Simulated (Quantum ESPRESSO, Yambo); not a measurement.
# Quasiparticle gap of Diamond (Fd-3m, 2 atoms a cell) in Yambo, part 3 of 3

How does a plane-wave GW calculation on Diamond (Fd-3m, 2 atoms a cell) run from the first input to the gap?

Quantum ESPRESSO 7.5 and Yambo 5.3.0; PBE and many-body steps on it, plane waves. Known limits of the many-body steps: not at the basis limit; coarse k mesh.

So far. Step 3 (Bands along the symmetry lines): The gap is 4.190 eV, −0.039 eV from the run before at this level. Step 4 (Empty states on the mesh, 6×6×6 mesh, 29 bands): On this mesh the gap is 4.207 eV.

### 6. Screening and self-energy, 6×6×6 mesh, 29 bands, screening to 163.3 eV

G0W0 replaces the xc potential by the self-energy, built once from these orbitals. Only a window of levels is corrected, while the sums run over the empty bands that the input names.

This step: G0W0 on PBE, plane waves, norm-conserving pseudopotentials.

gw1.in

```
HF_and_locXC
gw0
dyson
ppa
em1d
rim_cut
RandQpts= 1000000
RandGvec= 1 RL
EXXRLvcs= 74 Ry
VXCRLvcs= 296 Ry
Chimod= "HARTREE"
% BndsRnXp
 1 | 29 |
%
NGsBlkXp= 12 Ry
% LongDrXp
 1 | 1 | 1 |
%
% GbndRnge
 1 | 29 |
%
DysSolver= "n"
ExtendOut
PPAPntXp= 27.21138 eV
% QPkrange
 1 | 1 | 3 | 6 |
 10 | 10 | 3 | 6 |
%
```

Run with:

```sh
> OMP_NUM_THREADS=1 mpirun -n 8 yambo -F gw1.in -J gw1 -C gw1 > gw1.log
```

Output:

```text
 Yambo, version 5.3.0

 [02] CORE Variables Setup
 =========================

  [... cell, symmetries and grids as in the set-up ...]

  [02.05] Energies & Occupations
  ==============================

  [X] === General ===
  [X] Electronic Temperature                        :  0.000000  0.000000 [eV K]
  [X] Bosonic    Temperature                        :  0.000000  0.000000 [eV K]
  [X] Finite Temperature mode                       : no
  [X] El. density                                   :  0.70524E+24 [cm-3]
  [X] Fermi Level                                   :  13.35851 [eV]

  [X] === Gaps and Widths ===
  [X] Conduction Band Min                           :  4.207159 [eV]
  [X] Valence Band Max                              :  0.000000 [eV]
  [X] Filled Bands                                  :   4
  [X] Empty Bands                                   :   5  29
  [X] Direct Gap                                    :  5.625542 [eV]
  [X] Direct Gap localized at k                     :  1
  [X] Indirect Gap                                  :  4.207159 [eV]
  [X] Indirect Gap between kpts                     :   1  10
  [X] Last valence band width                       :  7.820919 [eV]
  [X] 1st conduction band width                     :  4.646056 [eV]

 [03] Transferred momenta grid and indexing
 ==========================================

 IBZ Q-points                                      :  16
 BZ  Q-points                                      :  216

 K/Q-points units:
 rlu = crystal or reduced units; cc = cartesian coordinates; iku = interal k-units

 Q [ 1]         [rlu]:  0.000000  0.000000  0.000000
 Q [ 2]         [rlu]:  0.39018E-17  0.39018E-17  0.16667
 Q [ 3]         [rlu]:  0.78036E-17  0.78036E-17  0.33333
 Q [ 4]         [rlu]:  0.84430E-16  0.84430E-16 -0.50000
 Q [ 5]         [rlu]:  0.86948E-19  0.16667      0.16667
 Q [ 6]         [rlu]:  0.39018E-17  0.16667      0.33333
 Q [ 7]         [rlu]: -0.95144E-16  0.16667      0.50000
 Q [ 8]         [rlu]:  0.84430E-16  0.16667     -0.33333
 Q [ 9]         [rlu]: -0.37578E-16  0.16667     -0.16667
 Q [10]         [rlu]:  0.17390E-18  0.33333      0.33333
     [... 4 further rows ...]
 Q [15]         [rlu]:  0.166667  0.333333 -0.333333
 Q [16]         [rlu]:  0.166667 -0.500000 -0.333333

 [04] Coloumb potential Random Integration (RIM)
 ===============================================

  [04.01] RIM initialization
  ==========================

  * Diagonal components only detected *

  8 x (sBL volume)        :  0.120012 [a.u.]
  sBZ random points       :  1000000
  Points outside the sBZ  :   7968281
  RL volume               :  3.240325 [a.u.]
  Integrated volume       :  3.253224 [a.u.]

  [04.02] RIM integrals
  =====================

  Gamma point sphere radius             :  0.089473 [a.u.]
  Points outside the sphere             :   800476
  [Int_sBZ(q=0) 1/q^2]*(Vol_sBZ)^(-1/3) =:  7.776341
                                 should be <:  7.795600

  Summary of Coulomb integrals for non-metallic bands |Q|[au] RIM/Bare

  Q [1] 0.100000E-4 0.997530 * Q [2] 0.269103 1.067779
  Q [5] 0.310734 1.066842 * Q [9] 0.439444 1.030576
  Q [6] 0.515293 1.022482 * Q [3] 0.538206 1.020007
  Q [10] 0.621467 1.016898 * Q [8] 0.677228 1.015050
  Q [14] 0.694822 1.013869 * Q [7] 0.761139 1.011980
  Q [11] 0.807310 1.011262 * Q [4] 0.807310 1.011769
  Q [12] 0.878888 1.010572 * Q [15] 0.919163 1.010060
  Q [13] 0.932201 1.009835 * Q [16] 0.982626 1.009137

 [05] Dipoles
 ============

  [05.01] Setup: observables and procedures
  =========================================

 [06] Dynamic Dielectric Matrix (PPA)
 ====================================

 [SLK-Inversion]  Pools        :  2
 [SLK-Inversion]  BLACS grid   :  2  2

 [WR./gw1//ndb.pp]---------------------------------------------------------------
  Brillouin Zone Q/K grids (IBZ/BZ)                :   16  216   16  216
  RL vectors                                       :  1211 [WF]
  Coulomb cutoff potential                         : none
  Electronic Temperature                           :  0.000000 [K]
  Bosonic    Temperature                           :  0.000000 [K]
  PPA    diel. fun.  energies                      : Perdew, Burke & Ernzerhof(X)+Perdew, Burke & Ernzerhof(C)
  wavefunctions                                    : Perdew, Burke & Ernzerhof(X)+Perdew, Burke & Ernzerhof(C)
  Global Gauge                                     : length
  X matrix size                                    :   65
  X band range                                     :   1  29
  X e/h energy range                               : -1.000000 -1.000000 [eV]
  X Time ordering                                  : R
  X Hxc Kernel                                     : HARTREE
  X Drude frequency                                :  0.000000  0.000000
  X poles                                          :  100.0000 [o/o]
  RL vectors in the sum                            :  1211
  [r,Vnl] included                                 : yes
  Field direction                                  :  0.577350E-5  0.577350E-5  0.577350E-5
  BZ energy Double Grid                            : no
  BZ energy DbGd points                            : 0
  BZ Q point size factor                           : -1.000000
  X Optical Averaged directions                    : none

 [07] Local Exchange-Correlation + Non-Local Fock
 ================================================

 [VXC] Plane waves :   6615
 [EXS] Plane waves :   893

 QP @ state[ 1 ] K range:  1  1
 QP @ state[ 1 ] b range:   3   6
 QP @ state[ 2 ] K range:  10  10
 QP @ state[ 2 ] b range:   3   6

 [xc] Functional : Perdew, Burke & Ernzerhof(X)+Perdew, Burke & Ernzerhof(C)
 [xc] LIBXC used to calculate xc functional
  PP Number of Atomic Species                      :  1
  NLCC RL compoments                               :   6615
  PP Number of Atomic Species                      :  1
  NLCC RL compoments                               :   6615

 [xc] E_xc :  -3.558879 [Ha]
      E_xc :  -7.117758 [Ry]

  Local XC kind (lXC) : Perdew, Burke & Ernzerhof(X)+Perdew, Burke & Ernzerhof(C)
  Non-Local XC kind (nlXC) : Hartree-Fock

  Corrections @ K [1] :  [eV]
 <3|nlXC|3> = -19.24097  0.70471E-17 <3|lXC|3> = -16.96357 -0.37763E-15
 <4|nlXC|4> = -19.24099 -0.14224E-16 <4|lXC|4> = -16.96356 -0.47204E-16
 <5|nlXC|5> = -9.555538  0.61750E-17 <5|lXC|5> = -15.64322  0.000000
 <6|nlXC|6> = -9.555609 -0.21850E-17 <6|lXC|6> = -15.64322  0.000000

  Corrections @ K [10] :  [eV]
 <3|nlXC|3> = -20.28351  0.18078E-16 <3|lXC|3> = -16.01136  0.35403E-16
 <4|nlXC|4> = -20.28401 -0.65801E-17 <4|lXC|4> = -16.01136  0.94408E-16
 <5|nlXC|5> = -8.855402 -0.21780E-17 <5|lXC|5> = -14.28279  0.000000
 <6|nlXC|6> = -7.081379 -0.34810E-17 <6|lXC|6> = -13.23071  0.47204E-16

 [08] Dyson equation: Newton solver
 ==================================

  [08.01] G0W0 (W PPA)
  ====================

  [  GW  ] Bands range     :   1  29
  [GW/PPA] G damping       :  0.100000 [eV]

  QP @ state[ 1 ] K range:  1  1
  QP @ state[ 1 ] b range:   3   6
  QP @ state[ 2 ] K range:  10  10
  QP @ state[ 2 ] b range:   3   6

   Sc/G bands                                       :   1  29
   Sc/G damping                                     :  0.100000 ev
   Sc bands terminator                              : no
   Sx RL components                                 :   893

   QP @ state[ 1 ] K range                          :  1  1
   QP @ state[ 1 ] b range                          :   3   6
   QP @ state[ 2 ] K range                          :  10  10
   QP @ state[ 2 ] b range                          :   3   6
   GF energies kind                                 : Perdew, Burke & Ernzerhof(X)+Perdew, Burke & Ernzerhof(C)
   GF WF`s kind                                     : Perdew, Burke & Ernzerhof(X)+Perdew, Burke & Ernzerhof(C)
   Xs energies kind                                 : Perdew, Burke & Ernzerhof(X)+Perdew, Burke & Ernzerhof(C)
   Xs WF`s kind                                     : Perdew, Burke & Ernzerhof(X)+Perdew, Burke & Ernzerhof(C)

 [11] Game Over & Game summary
```

The job ended after 7.9 s (8 MPI ranks of Arm Neoverse V1, shared host; peak memory 2.2 GiB).

Numbers from this step:

* G0W0 gap on the points computed: 5.457 eV
* starting gap on the mesh: 4.207 eV
* k of the valence top: 0, 0, 0
* k of the conduction bottom: 0, 0.3333, 0.3333
* least direct G0W0 gap on the computed points: 7.369 eV
* Z at the valence top: 0.8329
* Z at the conduction bottom: 0.8419

The gap on the mesh goes from 4.21 eV to 5.46 eV, a correction of +1.25 eV. The start differs from the 4.23 eV found before because the two sample other k points.

Limits: finite bands, cutoff and mesh; coarse k mesh. v1 is the top filled band, c1 the lowest empty one. Levels before and after the correction, in eV, zero at the valence-band top of each column:

```tsv
	conduction bottom	valence top
Kohn-Sham	4.21	0.00
G0W0	5.46	0.00
```

```tsv
	level	energy (eV)
Kohn-Sham	Γ v2-v1	0.000
Kohn-Sham	Γ c1-c2	5.626
Kohn-Sham	(0 0.333 0.333) v2-v1	-5.324
Kohn-Sham	(0 0.333 0.333) c1	4.207
Kohn-Sham	(0 0.333 0.333) c2	7.817
G0W0	Γ v2-v1	0.000
G0W0	Γ c1-c2	7.369
G0W0	(0 0.333 0.333) v2-v1	-5.731
G0W0	(0 0.333 0.333) c1	5.457
G0W0	(0 0.333 0.333) c2	9.033
```

### 7. Where the time went

Times are wall times on the hardware named with each run, good to a factor of about two.

```tsv
step	time	share	memory (GiB)
ground state	3.1 s	18 %	0.3
bands along the symmetry lines	1.2 s	7 %	0.05
empty states on the mesh	2.8 s	17 %	0.24
conversion and set-up	1.7 s	10 %	0.23
screening and self-energy	7.9 s	48 %	2.2
```

### 8. What came out

```json
{"PBE gap": "4.19 eV, indirect", "G0W0 gap on the mesh": "5.46 eV", "GW settings": "6×6×6 mesh, 29 bands, screening to 163.3 eV, Godby-Needs plasmon pole", "known limits": "not at the basis limit; coarse k mesh"}
```

**Reading.** G0W0 moves the gap on the mesh from 4.21 eV to 5.46 eV (+1.25 eV), with Z of 0.83 and 0.84 at the edges. Only 2 of the mesh's irreducible points were corrected, so a valley elsewhere could overtake. The dearest step here is «screening and self-energy». Against experiment, by G0W0@PBE: the gap of 5.44 eV lies −0.06 eV from the measured 5.5 eV (kind not stated, quoted 2019); the gap of 5.44 eV lies −0.03 eV from the measured 5.47 eV (kind not stated, quoted 2024). The calculation has static nuclei and no excitons; a measured gap holds zero-point and thermal motion, which mostly lowers it. Bands and cutoff are finite, so the gap is not at the basis limit. The miss can reach some tenths of an eV and take either sign; the mesh is an error of its own. In the G0W0 run levels were corrected at 2 k points alone, so a gap called «on the mesh» is the least over those, and an edge elsewhere would be missed. The 6×6×6 mesh is coarse for this cell, which bears on the long-range parts of exchange and screening.

[Paths, hosts, dates, memory and timing lines, banners, echoed tables and standing remarks are left out of the program output.]

[Logs are printed without paths, hosts, clocks, repeated set-up lines and the standing remarks that a program may print on its own settings, such as how far it seeks lower states.]

[Runs of the session that timed out or met a known fault of the program may be left out.]

[Hosts, paths, dates, database ids (printed as entryN), source tags and the programs' standing remarks are cut or masked in the printed files.]
